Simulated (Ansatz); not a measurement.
# Decaying states in the gap of LiBi2AsBr2O4

Aim: relax a made-up compound, LiBi2AsBr2O4, and see how good a tunnel barrier it would be. It is built by putting As for part of the Bi in the LiBi3Br2O4 structure of space group Amm2, with the volume rescaled by atomic radii. The parent structure comes from the Materials Project.

Calculated with Ansatz 0.2.0; PBEsol DFT, plane waves, PAW files, in the first sound run; inputs show where later runs differ.

The structure was built from a prototype and need not be the compound's stable phase.

### 1. Starting point

The structure is orthorhombic, space group Amm2 (No. 38). The conventional cell has a = 5.479 Å, b = 5.472 Å, c = 12.513 Å, α = 90.00°, β = 90.00°, γ = 90.00°. Nearest to Li lie 4 O at 2.04 Å. Nearest to Bi lie 4 O at 2.23 Å and 4 Br at 3.41 to 3.49 Å. Nearest to As lie 4 O at 2.24 Å. Bi has 4 O at 2.25 Å and 2 Li at 3.23 Å and 4 Br at 3.28 to 3.35 Å nearest. Br has 4 Bi at 3.35 to 3.41 Å and 2 As at 3.37 Å nearest. Br has 4 Bi at 3.28 to 3.49 Å and 2 As at 3.31 Å and 1 Li at 3.53 Å nearest. It derives from LiBi3Br2O4. As for part of the Bi in the LiBi3Br2O4 structure of space group Amm2. Farther neighbours and most contacts between anions are not listed.

### 2. Cell and atoms at rest

The substituted atoms don't fit the parent's cell, so cell and atoms relax together. A small smearing keeps the run stable in case the gap closes on the way.

input.yaml

```yaml
crystal:
  lattice:
    - [5.4788776899, 0.0, 0.0]
    - [0.0, 2.7359598737, 6.256675844]
    - [0.0, -2.7359598737, 6.256675844]
  atoms:
    - { symbol: Li, position: [0.5, 0.701705, 0.701705] }
    - { symbol: Bi, position: [0.0, 0.156427, 0.156427] }
    - { symbol: As, position: [0.0, 0.836189, 0.836189] }
    - { symbol: Bi, position: [0.5, 0.339543, 0.339543] }
    - { symbol: Br, position: [0.0, 0.493846, 0.493846] }
    - { symbol: Br, position: [0.5, 0.983949, 0.983949] }
    - { symbol: O, position: [0.247666, 0.493892, 0.000279] }
    - { symbol: O, position: [0.752334, 0.000279, 0.493892] }
    - { symbol: O, position: [0.247666, 0.000279, 0.493892] }
    - { symbol: O, position: [0.752334, 0.493892, 0.000279] }
kpoints:
  mp_grid: { grid: [4, 4, 4] }
scf:
  occupations: { method: gaussian, width: 0.03 }
hamiltonian:
  xc: pbesol
output:
  forces: true
  stress: true
relax:
  f_tol: 0.02
  max_steps: 60
  cell: {}
```

Command:

```console
ansatz run input.yaml --threads 2 --pin off --max-ram 4096MiB --backend cpu --events-out ev --progress --plain --runs-dir out
```

Numbers of over 12 decimals in the logs are rounded to 6 here.

Log:

```text
Engine: ansatz 0.2.0, aarch64-unknown-linux-gnu
Pseudopotentials: kind: paw
Pseudopotential: Li, paw, valence charge 3, recommended cutoff 420 eV (normal), Li.paw.azcp
Pseudopotential: Bi, paw, valence charge 15, recommended cutoff 420 eV (normal), Bi.paw.azcp
Pseudopotential: As, paw, valence charge 15, recommended cutoff 420 eV (normal), As.paw.azcp
Pseudopotential: Br, paw, valence charge 7, recommended cutoff 420 eV (normal), Br.paw.azcp
Pseudopotential: O, paw, valence charge 6, recommended cutoff 420 eV (normal), O.paw.azcp
Functional definition: PBEsol
  exchange = pbesol_x
  correlation = pbesol_c
Crystal: 10 atoms, lattice volume = 187.575 Å³
Basis set: ecut = 420 eV, 3671 PW (Γ), exchange–correlation on 80×96×96 points (8 copies of the dense FFT grid, shifted against one another)
Bands: 53, of which v1, the nominal top of the filled ones, is band 43 counted from 1 (42 counted from 0)
Symmetry: 4 space group operations
Space group: Amm2 (ITA 38), of the structure as read, at distance tolerance 5.7e-5 Å
k-points: 21 of 64 (time reversal used)
Non-local potential: Li, projectors of the file, l = 0: 3, l = 1: 2, l = 2: 1
Non-local potential: Bi, projectors of the file, l = 0: 2, l = 1: 2, l = 2: 2, l = 3: 2
Non-local potential: As, projectors of the file, l = 0: 2, l = 1: 2, l = 2: 3, l = 3: 1
Non-local potential: Br, projectors of the file, l = 0: 2, l = 1: 2, l = 2: 2
Non-local potential: O, projectors of the file, l = 0: 2, l = 1: 2, l = 2: 1
PAW form: soft (Blöchl's): semilocal exchange-correlation on the pseudo side does not see the compensation charge
PAW frozen core: Bi, regenerated for the run's functional, and the local potential with it (the file was generated under x = pbe(κ = 0.804, μ = 0.219515), c = pbe(β = 0.066725))
PAW frozen core: As, regenerated for the run's functional, and the local potential with it (the file was generated under x = pbe(κ = 0.804, μ = 0.219515), c = pbe(β = 0.066725))
PAW frozen core: Br, regenerated for the run's functional, and the local potential with it (the file was generated under x = pbe(κ = 0.804, μ = 0.219515), c = pbe(β = 0.066725))
PAW frozen core: O, regenerated for the run's functional, and the local potential with it (the file was generated under x = pbe(κ = 0.804, μ = 0.219515), c = pbe(β = 0.066725))
PAW one-centre angular grid: Li, 110 points (default); XC on 64 Gauss nodes
PAW one-centre angular grid: Bi, 590 points (default); XC on 64 Gauss nodes
PAW one-centre angular grid: As, 590 points (default); XC on 64 Gauss nodes
PAW one-centre angular grid: Br, 110 points (default); XC on 64 Gauss nodes
PAW one-centre angular grid: O, 110 points (default); XC on 64 Gauss nodes
Initial density: superposition of atomic densities (neutral atoms: chi_scale 0, normalization atom), corrected by the library's trained network
Initial wavefunctions: pseudopotential atomic-orbital guess
Functional: x = pbesol(κ = 0.804, μ = 0.123457), c = pbesol(β = 0.046)
SCF iter   1: F=—  HF=-37217.953893 eV  |F-HF|=—  |Δ(HF+E_count)|=         —  Δρ=1.16e-2  dr2=2.50e-1  ethr=1.77e-3  ⟨swp⟩=6.4  Hψ=4674  notcnv=0  defer=2
preconditioner: auto → Resta (q_TF=auto, 2.396 Å⁻¹)  ε∞=3.4  [insulator: Δε(μ)=1.561 eV  Ē_g=14.959 eV  σ=0.030 eV  W_gap=1.00  n_scr=42 (ndim 8)  ℏωp=23.3 eV  f_vac=0.044  D(μ)=0.00/eV (n_scr^D=0)  ε∞_Penn≈3.4]
SCF iter   2: F=—  HF=-37217.915871 eV  |F-HF|=—  |Δ(HF+E_count)|=   3.80e-2  Δρ=6.14e-3  dr2=7.36e-2  ethr=2.91e-4  ⟨swp⟩=3.0  Hψ=2114  notcnv=0  defer=34
SCF iter   3: F=—  HF=-37217.902657 eV  |F-HF|=—  |Δ(HF+E_count)|=   1.32e-2  Δρ=1.29e-3  dr2=3.33e-3  ethr=8.56e-5  ⟨swp⟩=2.1  Hψ=1632  notcnv=0  defer=34
SCF iter   4: F=—  HF=-37217.902434 eV  |F-HF|=—  |Δ(HF+E_count)|=   2.23e-4  Δρ=3.63e-4  dr2=1.85e-4  ethr=3.87e-6  ⟨swp⟩=2.4  Hψ=2019  notcnv=0  defer=34
SCF iter   5: F=—  HF=-37217.902481 eV  |F-HF|=—  |Δ(HF+E_count)|=   4.72e-5  Δρ=1.19e-4  dr2=3.42e-5  ethr=2.16e-7  ⟨swp⟩=2.1  Hψ=1959  notcnv=0  defer=34
SCF iter   6: F=—  HF=-37217.902442 eV  |F-HF|=—  |Δ(HF+E_count)|=   3.88e-5  Δρ=3.32e-5  dr2=1.86e-6  ethr=3.97e-8  ⟨swp⟩=2.1  Hψ=1954  notcnv=0  defer=34
SCF iter   7: F=—  HF=-37217.902443 eV  |F-HF|=—  |Δ(HF+E_count)|=   7.57e-7  Δρ=1.14e-5  dr2=2.56e-7  ethr=2.17e-9  ⟨swp⟩=2.0  Hψ=1961  notcnv=0  defer=34
SCF iter   8: F=-37217.902443 eV  HF=-37217.902443 eV  |F-HF|=1.28e-8  |Δ(HF+E_count)|=   1.47e-7  Δρ=2.50e-6  dr2=1.65e-8  ethr=1.16e-10  ⟨swp⟩=5.1  Hψ=3836  notcnv=0
SCF 1 converged in 8 iterations: F = -37217.902443 eV  dr2 = 1.65e-8
  greatest PAW one-centre occupation: 1.000 electrons in one spin orbital (limit 2), on the Li atom at site 0 (counted from 0), in its partial waves of l = 0
relax step   1: F+E_penalty+E_count = -37217.90244316 eV  Δ(F+E_penalty+E_count) = +0.000e0 eV  max|allowed force component| = 3.221e0 eV/Å  Δτ_max = 0.0000 Å  P = -4.956 GPa  Ω = 187.575 Å³  (8 SCF iters, dr2 threshold 1.00e-7 eV, accepted)
Crystal: 10 atoms, lattice volume = 176.251 Å³
Basis set: ecut = 420 eV, 3425 PW (Γ), exchange–correlation on 80×96×96 points (8 copies of the dense FFT grid, shifted against one another)
Initial density: handed on by an earlier stage of this run
Initial wavefunctions: those handed on with the density
iter 1 solved again at ethr=2.51e-4 eV; its pass at ethr=3.10e-3 eV (dr2=2.16e-1 eV) is discarded
SCF iter   1: F=—  HF=-37218.952781 eV  |F-HF|=—  |Δ(HF+E_count)|=         —  Δρ=1.23e-2  dr2=2.19e-1  ethr=2.51e-4  ⟨swp⟩=2.1  Hψ=5455  notcnv=0
preconditioner: auto → Resta (q_TF=auto, 2.421 Å⁻¹)  ε∞=3.4  [insulator: Δε(μ)=1.898 eV  Ē_g=15.489 eV  σ=0.030 eV  W_gap=1.00  n_scr=42 (ndim 8)  ℏωp=24.1 eV  f_vac=0.039  D(μ)=0.00/eV (n_scr^D=0)  ε∞_Penn≈3.4]
SCF iter   2: F=—  HF=-37218.891134 eV  |F-HF|=—  |Δ(HF+E_count)|=   6.16e-2  Δρ=5.80e-3  dr2=4.36e-2  ethr=2.51e-4  ⟨swp⟩=3.1  Hψ=1916  notcnv=0
SCF iter   3: F=—  HF=-37218.880717 eV  |F-HF|=—  |Δ(HF+E_count)|=   1.04e-2  Δρ=2.69e-3  dr2=1.22e-2  ethr=5.07e-5  ⟨swp⟩=2.1  Hψ=2047  notcnv=0
SCF iter   4: F=—  HF=-37218.878538 eV  |F-HF|=—  |Δ(HF+E_count)|=   2.18e-3  Δρ=9.47e-4  dr2=1.39e-3  ethr=1.42e-5  ⟨swp⟩=2.1  Hψ=1826  notcnv=0
SCF iter   5: F=—  HF=-37218.878419 eV  |F-HF|=—  |Δ(HF+E_count)|=   1.20e-4  Δρ=2.34e-4  dr2=1.51e-4  ethr=1.62e-6  ⟨swp⟩=2.2  Hψ=2047  notcnv=0
SCF iter   6: F=—  HF=-37218.878402 eV  |F-HF|=—  |Δ(HF+E_count)|=   1.67e-5  Δρ=9.16e-5  dr2=1.72e-5  ethr=1.75e-7  ⟨swp⟩=2.0  Hψ=1820  notcnv=0
SCF iter   7: F=—  HF=-37218.878414 eV  |F-HF|=—  |Δ(HF+E_count)|=   1.23e-5  Δρ=2.06e-5  dr2=1.13e-6  ethr=2.00e-8  ⟨swp⟩=2.0  Hψ=1884  notcnv=0
[...]
SCF iter   5: F=—  HF=-37218.927188 eV  |F-HF|=—  |Δ(HF+E_count)|=   4.21e-5  Δρ=2.50e-4  dr2=1.10e-4  ethr=9.33e-7  ⟨swp⟩=2.4  Hψ=1926  notcnv=0  defer=73
SCF iter   6: F=—  HF=-37218.927189 eV  |F-HF|=—  |Δ(HF+E_count)|=   1.11e-6  Δρ=7.19e-5  dr2=6.79e-6  ethr=1.27e-7  ⟨swp⟩=2.7  Hψ=1934  notcnv=0  defer=73
SCF iter   7: F=-37218.927193 eV  HF=-37218.927192 eV  |F-HF|=1.34e-7  |Δ(HF+E_count)|=   3.79e-6  Δρ=1.33e-5  dr2=3.67e-7  ethr=1.16e-9  ⟨swp⟩=5.6  Hψ=4306  notcnv=0
SCF 3 converged in 7 iterations: F = -37218.927193 eV  dr2 = 3.67e-7
relax step   3: F+E_penalty+E_count = -37218.92719262 eV  Δ(F+E_penalty+E_count) = -4.878e-2 eV  max|allowed force component| = 2.123e0 eV/Å  Δτ_max = 0.1448 Å  P = +3.038 GPa  Ω = 172.034 Å³  energy of the carried Pulay correction = +3.072e-2 eV  (7 SCF iters, dr2 threshold 1.00e-6 eV, accepted)
[... from here on, the SCF cycles and remarks between the steps are left out ...]
relax step   4: F+E_penalty+E_count = -37219.13237653 eV  Δ(F+E_penalty+E_count) = -2.052e-1 eV  max|allowed force component| = 4.137e-1 eV/Å  Δτ_max = 0.0720 Å  P = -0.658 GPa  Ω = 174.115 Å³  energy of the carried Pulay correction = +2.646e-2 eV  (7 SCF iters, dr2 threshold 1.00e-6 eV, accepted)
relax step   5: F+E_penalty+E_count = -37219.14995121 eV  Δ(F+E_penalty+E_count) = -1.757e-2 eV  max|allowed force component| = 1.993e-1 eV/Å  Δτ_max = 0.0360 Å  P = -0.000 GPa  Ω = 173.711 Å³  energy of the carried Pulay correction = +2.728e-2 eV  (6 SCF iters, dr2 threshold 1.00e-6 eV, accepted)
relax step   6: F+E_penalty+E_count = -37219.15582093 eV  Δ(F+E_penalty+E_count) = -5.870e-3 eV  max|allowed force component| = 4.599e-2 eV/Å  Δτ_max = 0.0353 Å  P = +0.173 GPa  Ω = 172.902 Å³  energy of the carried Pulay correction = +2.894e-2 eV  (6 SCF iters, dr2 threshold 1.00e-6 eV, accepted)
relax step   7: F+E_penalty+E_count = -37219.15576971 eV  Δ(F+E_penalty+E_count) = +5.122e-5 eV  max|allowed force component| = 1.976e-2 eV/Å  Δτ_max = 0.0055 Å  P = +0.035 GPa  Ω = 173.133 Å³  energy of the carried Pulay correction = +2.846e-2 eV  (5 SCF iters, dr2 threshold 1.32e-7 eV, accepted)
relax step   8: F+E_penalty+E_count = -37219.15581567 eV  Δ(F+E_penalty+E_count) = -4.596e-5 eV  max|allowed force component| = 1.184e-2 eV/Å  Δτ_max = 0.0043 Å  P = +0.011 GPa  Ω = 173.158 Å³  energy of the carried Pulay correction = +2.841e-2 eV  (6 SCF iters, dr2 threshold 6.66e-9 eV, accepted)
relax step   9: F+E_penalty+E_count = -37219.13674051 eV  Δ(F+E_penalty+E_count) = +1.908e-2 eV  max|allowed force component| = 1.185e-2 eV/Å  Δτ_max = 0.0000 Å  P = -0.176 GPa  Ω = 173.158 Å³  stress off target by 1.81e-1 GPa  SCF on the basis re-selected at this cell (its energy is not comparable with the rows above)  (7 SCF iters)
relax step  10: F+E_penalty+E_count = -37219.13805336 eV  Δ(F+E_penalty+E_count) = -1.313e-3 eV  max|allowed force component| = 1.306e-2 eV/Å  Δτ_max = 0.0095 Å  P = -0.003 GPa  Ω = 172.643 Å³  energy of the carried Pulay correction = +1.045e-3 eV  (5 SCF iters, dr2 threshold 8.16e-8 eV, accepted)
iter 1 solved again at ethr=1.77e-7 eV; its pass at ethr=3.10e-3 eV (dr2=1.52e-4 eV) is discarded
SCF iter   1: F=—  HF=-37219.136896 eV  |F-HF|=—  |Δ(HF+E_count)|=         —  Δρ=1.95e-5  dr2=1.70e-7  ethr=1.77e-7  ⟨swp⟩=4.2  Hψ=8162  notcnv=0
preconditioner: auto → Resta (q_TF=auto, 2.429 Å⁻¹)  ε∞=3.4  [insulator: Δε(μ)=1.690 eV  Ē_g=15.734 eV  σ=0.030 eV  W_gap=1.00  n_scr=42 (ndim 8)  ℏωp=24.3 eV  f_vac=0.028  D(μ)=0.00/eV (n_scr^D=0)  ε∞_Penn≈3.4]
SCF iter   2: F=—  HF=-37219.137009 eV  |F-HF|=—  |Δ(HF+E_count)|=   1.13e-4  Δρ=9.42e-6  dr2=6.57e-8  ethr=1.98e-10  ⟨swp⟩=3.1  Hψ=2302  notcnv=0
SCF iter   3: F=—  HF=-37219.137009 eV  |F-HF|=—  |Δ(HF+E_count)|=   3.76e-8  Δρ=4.79e-6  dr2=1.61e-8  ethr=7.64e-11  ⟨swp⟩=2.0  Hψ=1434  notcnv=0
SCF iter   4: F=—  HF=-37219.137009 eV  |F-HF|=—  |Δ(HF+E_count)|=   1.58e-8  Δρ=7.32e-7  dr2=1.01e-9  ethr=1.87e-11  ⟨swp⟩=2.0  Hψ=2016  notcnv=0
SCF iter   5: F=—  HF=-37219.137009 eV  |F-HF|=—  |Δ(HF+E_count)|=  8.15e-10  Δρ=2.77e-7  dr2=1.62e-10  ethr=1.18e-12  ⟨swp⟩=2.6  Hψ=2033  notcnv=0
SCF iter   6: F=-37219.137009 eV  HF=-37219.137009 eV  |F-HF|=7.28e-12  |Δ(HF+E_count)|=  1.46e-11  Δρ=7.32e-8  dr2=6.31e-12  ethr=1.00e-12  ⟨swp⟩=5.0  Hψ=4211  notcnv=0
SCF 11 converged in 6 iterations: F = -37219.137009 eV  dr2 = 6.31e-12
relax step  11: F+E_penalty+E_count = -37219.13700946 eV  Δ(F+E_penalty+E_count) = +1.044e-3 eV  max|allowed force component| = 1.308e-2 eV/Å  Δτ_max = 0.0000 Å  P = -0.009 GPa  Ω = 172.643 Å³  stress off target by 4.58e-2 GPa  SCF on the basis re-selected at this cell (its energy is not comparable with the rows above)  (6 SCF iters)
basis re-selected at this cell: Δ(F+E_penalty+E_count) = +1.044e-3 eV, ΔP = -0.006 GPa vs the last step (what re-selecting the basis moved, of the pressure what is left beyond the Pulay correction that the steps carried, after the strain that the cell walked since its last selection, with what the two solves' SCF thresholds leave and, on support functions, any second-order correction that the steps lacked; it is no m [...]
SCF converged after 6 iterations
Free energy (F): -37219.137009 eV
Harris-Foulkes:  -37219.137009 eV  (|F-HF|=7.28e-12)
Internal energy: -37219.137009 eV  (E = F + TS)
E sigma→0 (E₀):  -37219.137009 eV
Fermi energy:    8.145382 eV
--- Per-component energies (eV) ---
  E_band       = -599.179912
  E_kinetic    = 1693.755665
  E_local      = -8155.605225  (includes V_loc(G=0)·N_el)
  E_nonlocal   = 767.983955
  E_hartree    = 3292.060936
  E_xc         = -1206.747546
  E_vxc        = -965.794952  (∫ρ·V_xc dr)
  E_paw        = -27847.370364  (= ΣΔE_a)
  E_vpaw       = -523.650231  (= ΣTr[D̂ρ^β])
  E_aug_tail   = 0.008914  (compensation charges beyond the density's cutoff)
  E_ewald      = -5764.694970
  E_core_change = 1.471625  (= ΣΔE_core)
  E_smearing   = -0.000000  (= −TS)
  E_closure    = -0.000000  (closes the sum)
  Σ components = -37219.137009   (vs F -37219.137009, Δ=0.00e0)
--- Forces (eV/Å), atoms counted from 1 ---
  atom   1  Li     0.00000000    -0.00000000     0.00489089
  atom   2  Bi    -0.00000000     0.00000000     0.00221578
  atom   3  As     0.00000000     0.00000000     0.00657649
  atom   4  Bi     0.00000000    -0.00000000    -0.01012219
  atom   5  Br     0.00000000     0.00000000     0.00383344
  atom   6  Br     0.00000000     0.00000000     0.00091806
  atom   7  O     -0.01308057    -0.00758123    -0.00207868
  atom   8  O      0.01308057     0.00758123    -0.00207868
  atom   9  O     -0.01308057     0.00758123    -0.00207868
  atom  10  O      0.01308057    -0.00758123    -0.00207868
  max |Σ_I F_I| component: 2.24e-6 eV/Å
--- Stress (GPa, compression-positive) ---
       -0.022075      -0.000000      -0.000000
       -0.000000       0.042214      -0.000000
       -0.000000      -0.000000      -0.045812
  P = ⅓ Tr σ = -0.0086 GPa (-0.086 kbar)
--- Relaxed structure (9 steps of the walk, 9 accepted, 2 SCFs on fresh bases) ---
  F+E_penalty+E_count = -37219.13700946 eV   max|allowed force component| = 1.308e-2 eV/Å   (the final SCF, on the basis selected at the relaxed cell)
  cell:  # Å, volume = 172.6432 Å³
    - [5.320393, 0, 0]
    - [0, 2.645472, 6.132994]
    - [0, -2.645472, 6.132994]
  atoms:
    - { symbol: Li, position: [0.5, 0.697371, 0.697371] }
    - { symbol: Bi, position: [-3.2057797578952246e-19, 0.144936, 0.144936] }
    - { symbol: As, position: [-3.205779757895225e-19, 0.814705, 0.814705] }
    - { symbol: Bi, position: [0.5, 0.348089, 0.348089] }
    - { symbol: Br, position: [-3.2057797578952246e-19, 0.498250, 0.498250] }
    - { symbol: Br, position: [0.5, 1.000018, 1.000018] }
    - { symbol: O, position: [0.238852, 0.509688, -0.011373] }
    - { symbol: O, position: [0.761148, -0.011373, 0.509688] }
    - { symbol: O, position: [0.238852, -0.011373, 0.509688] }
    - { symbol: O, position: [0.761148, 0.509688, -0.011373] }
```

It took 83 s on 2 threads of Arm Neoverse V2, shared host; peak memory 0.55 GiB.

Relaxation path:

```
step  energy less that of the first step (eV)  largest force component (eV/Å)  pressure (GPa)  volume (Å³)
   1                                   0.0000                          3.2212           -4.96       187.58
   2                                  -0.9760                          1.2261           -0.79       176.25
   3                                  -1.0248                          2.1226            3.04       172.03
   4                                  -1.2299                          0.4137           -0.66       174.11
   5                                  -1.2475                          0.1993            0.00       173.71
   6                                  -1.2534                          0.0460            0.17       172.90
   7                                  -1.2533                          0.0198            0.04       173.13
   8                                  -1.2534                          0.0118            0.01       173.16
  9*                                  -1.2343                          0.0119           -0.18       173.16
  10                                  -1.2356                          0.0131            0.00       172.64
 11*                                  -1.2346                          0.0131           -0.01       172.64
```

Relaxation steps marked * repeat the geometry before them on a plane-wave basis chosen anew for their cell, so energy and pressure can jump there.

Forces are held to the 4 operations that the run works with; a distortion that breaks them can't arise in this run.

```
conventional cell, symmetrised  before   after  change
                         a (Å)   5.479   5.320  -2.9 %
                         b (Å)   5.472   5.291  -3.3 %
                         c (Å)  12.513  12.266  -2.0 %
              volume (Å³/atom)   18.76   17.26  -8.0 %
```

The atoms that moved most (Å, as changes of fractional coordinates times the final cell):

```
atom      dx      dy      dz  length
 As3   0.000   0.000  -0.264   0.264
 Br6   0.000   0.000   0.197   0.197
 Bi2   0.000   0.000  -0.141   0.141
 Bi4   0.000   0.000   0.105   0.105
  O8   0.047  -0.073   0.025   0.090
 O10   0.047   0.073   0.025   0.090
  O9  -0.047  -0.073   0.025   0.090
  O7  -0.047   0.073   0.025   0.090
```

This step gave:

* free energy: -37219.1370 eV
* Fermi energy: 8.145 eV
* pressure: -0.008558 GPa

The largest force component on a free atom ends at 0.013 eV/Å.

(Continued in part 2 of 3.)

[Logs are printed without paths, hosts, clocks, repeated set-up lines and the standing remarks that a program may print on its own settings, such as how far it seeks lower states.]

[Hosts, paths, dates, database ids (printed as entryN), source tags and the programs' standing remarks are cut or masked in the printed files.]
